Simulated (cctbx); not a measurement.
# CsLiTl2Br4: as given, inverted or twinned?

Space group Pmc2_1 (no. 26), a = 5.4160 Å, b = 11.8440 Å, c = 9.0780 Å, α = 90.00°, β = 90.00°, γ = 90.00°.

| atom | mult. | x | y | z | Ueq (Å²) |
| --- | --- | --- | --- | --- | --- |
| Tl1 | 2 | 0 | 0.8570 | 0.9720 | 0.0080 |
| Tl2 | 2 | 1/2 | 0.9481 | 0.3007 | 0.0079 |
| Cs1 | 2 | 1/2 | 0.4551 | 0.6416 | 0.0120 |
| Br1 | 2 | 0 | 0.6298 | 0.8416 | 0.0109 |
| Br2 | 2 | 1/2 | 0.8619 | 0.0205 | 0.0118 |
| Br3 | 2 | 0 | 0.0051 | 0.2495 | 0.0133 |
| Br4 | 2 | 1/2 | 0.2351 | 0.9862 | 0.0122 |
| Li1 | 2 | 0 | 0.7840 | 0.6205 | 0.0250 |

This is a model crystal, built by substitution and not relaxed, with assumed displacement parameters.

Data sets are simulated with cctbx and refined with Bijvoet mates kept apart; Flack x is then fitted as the share of an inverted twin with the atoms fixed, Hooft y from the Bijvoet differences. The group is acentric but holds improper operations, so there is an absolute structure (orientation) and no hand.

Untwinned crystal. What Flack and Hooft values should come out?

| λ (Å) | extinction (unmodelled) | d min (Å) | top counts | error (%) | model | R1 | Flack x | s.u. | Hooft y | s.u. | pairs |
| --- | --- | --- | --- | --- | --- | --- | --- | --- | --- | --- | --- |
| 0.71073 | 0 | 0.77 | 20000 | 4 | as given | 0.0148 | 0.000 | 0.006 | 0.003 | 0.007 | 682 |
| 0.71073 | 0 | 0.77 | 20000 | 4 | inverted | 0.0617 | 1.000 | 0.008 | 1.021 | 0.007 | 682 |
| 1.54184 | 0 | 0.83 | 20000 | 6 | as given | 0.0181 | 0.012 | 0.007 | 0.016 | 0.009 | 546 |

With Mo Kα, x is within 3 s.u. of 0, so the absolute structure is right. With Cu Kα, x is within 3 s.u. of 0, so the absolute structure is right. Inverting the model turns x into about 1 − x.

A further crystal gives:

```csv
λ (Å),extinction (unmodelled),d min (Å),top counts,error (%),model,R1,Flack x,s.u.,Hooft y,s.u.,pairs
0.71073,0,0.6,70000,1.5,as given,0.0529,0.798,0.003,0.808,0.002,1443
```

**Question.** What is it?

It was simulated as an inversion twin with a fraction 0.8 of the inverted domain. Flack x is over 3 s.u. from both 0 and 1 and reads that fraction.

[Logs are printed without paths, hosts, clocks, repeated set-up lines and the standing remarks that a program may print on its own settings, such as how far it seeks lower states.]
